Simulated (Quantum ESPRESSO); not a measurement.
## Fixed-spin-moment curve of FePt (Tetraferroplatinum)

Aim: the energy of FePt (Tetraferroplatinum) as a function of the total spin moment of its primitive cell.

Program: Quantum ESPRESSO 7.5. Level of theory: PBEsol; plane waves with GBRV 1.5 PBEsol potentials, no spin-orbit coupling. Results are calculated unless marked as measured.

### 1. The structure

It takes space group P4/mmm (No. 123, tetragonal). Conventional cell: a = 2.724 Å, b = 2.724 Å, c = 3.720 Å, α = 90.00°, β = 90.00°, γ = 90.00°. Nearest to Fe lie 8 Pt at 2.68 Å and 4 Fe at 2.72 Å. Nearest to Pt lie 8 Fe at 2.68 Å and 4 Pt at 2.72 Å. Farther neighbours are not listed.

The cell comes from the Crystallography Open Database.

### 2. No moment imposed

The input, pw.in:

```
&CONTROL
  calculation = 'scf'
  prefix = 'pwscf'
  outdir = './tmp'
  pseudo_dir = './pseudo'
  disk_io = 'nowf'
/
&SYSTEM
  ibrav = 0
  celldm(1) = 8
  nat = 2
  ntyp = 2
  ecutwfc = 40
  ecutrho = 280
  nbnd = 24
  occupations = 'smearing'
  smearing = 'fd'
  degauss = 0.00734986
  nspin = 2
  starting_magnetization(1) = 0.175
  starting_magnetization(2) = 0
/
&ELECTRONS
  conv_thr = 4d-09
  electron_maxstep = 150
  mixing_beta = 0.3
/
ATOMIC_SPECIES
Fe     55.8450 fe_pbesol_v1.5.uspp.F.UPF
Pt    195.0840 pt_pbesol_v1.4.uspp.F.UPF
CELL_PARAMETERS alat
   0.6433336375523    0.0000000000000    0.0000000000000
   0.0000000000000    0.6433336375523    0.0000000000000
   0.0000000000000    0.0000000000000    0.8787226479510
ATOMIC_POSITIONS crystal
Fe      0.0000000000    0.0000000000    0.0000000000
Pt      0.5000000000    0.5000000000    0.5000000000
K_POINTS automatic
10 10 10 0 0 0
```

Started as:

```sh
$ OMP_NUM_THREADS=1 mpirun -n 2 pw.x -nk 2 -in pw.in > pw.out
```

The runs that follow: moment fixed at 0 μB; moment fixed at 0.565 μB; moment fixed at 1.131 μB; an input with a fault; the curve.

**Question.** What will these runs give for the energy at zero total moment?

At zero total moment the site moments vanish, so the 736 meV a cell is the energy of forming them. The points show one minimum alone. The cell holds one seeded atom, so opposed orders, which may lie lower, cannot form in it.

```
moment of the free run                              : 3.35 μB a cell
energy at zero total moment                         : 736 meV a cell over the lowest
ΔE/ΔM² from the lowest point to 3.96 and to 2.83 μB : 504 and 320 meV/μB²
```

Energies are free energies at an electronic temperature of 1160 K, which lowers moments and differences where the moments are itinerant.

[Logs and program files are shortened in this print: banners, set-up blocks, solver, clock and traceback lines can be left out without a mark of their own.]

[Logs are printed without paths, hosts, clocks, repeated set-up lines and the standing remarks that a program may print on its own settings, such as how far it seeks lower states.]

[Hosts, paths, dates, database ids (printed as entryN), source tags and the programs' standing remarks are cut or masked in the printed files.]

[Where a cell is said to come from a database of computed structures, the database is the Materials Project.]
